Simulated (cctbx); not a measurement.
# BaTiBH: precision against data quality

Space group P3m1 (no. 156), a = 4.1510 Å, b = 4.1510 Å, c = 4.9850 Å, α = 90.00°, β = 90.00°, γ = 120.00°.

| atom | mult. | x | y | z | Ueq (Å²) |
| --- | --- | --- | --- | --- | --- |
| Ba1 | 1 | 0 | 0 | 0.9883 | 0.0117 |
| Ti1 | 1 | 1/3 | 2/3 | 0.4536 | 0.0336 |
| B1 | 1 | 2/3 | 1/3 | 0.5452 | 0.0095 |
| H1 | 1 | 2/3 | 1/3 | 0.8653 | 0.0364 |

The model is made up (kin elements in a known structure type, no relaxation), so it says nothing on whether the phase exists.

Five simulated data sets (cctbx; Ag Kα, λ = 0.56087 Å; 3 % proportional error) differ in resolution or exposure (noise floor 15 counts in the first three, 8 in the last two). Each is refined with the right model, isotropic at 1.1 Å and anisotropic otherwise. How do the figures of merit and the uncertainties move?

```csv
d min (Å),top counts,"⟨I/σ⟩ (unmerged, absences included)",unique,param. (scale apart),Rint,R1,GooF,largest s.u. xyz (fractional),s.u. U of H1 (Å²),largest error (Å)
1.1,40000,31.5,63,8,0.022,0.0110,1.58,0.03329,0.0558,0.2305
0.84,40000,30.7,132,11,0.022,0.0077,1.02,0.02274,0.0249,0.0148
0.6,40000,28.0,316,11,0.023,0.0078,0.97,0.01435,0.0149,0.0260
0.75,300,4.7,176,11,0.137,0.0458,0.92,0.07865,0.1099,0.1153
0.75,3000,16.9,176,11,0.037,0.0119,0.92,0.02698,0.0314,0.0230
```

GooF reaches 1.58 where the model lacks something that the data hold (anisotropy at the isotropic level, for one). The s.u. of U for H1 goes 0.0558, 0.0249, 0.0149 Å² with resolution and 0.1099, 0.0314 Å² with exposure.

The 1.1 Å row also differs in its displacement model, so it isn't a clean test of resolution.

Hardware for the 0.6 Å refinement: 0.65 s on 1 thread of Arm Neoverse N1, with other jobs on the host, peak memory 0.09 GiB.

[Logs are printed without paths, hosts, clocks, repeated set-up lines and the standing remarks that a program may print on its own settings, such as how far it seeks lower states.]
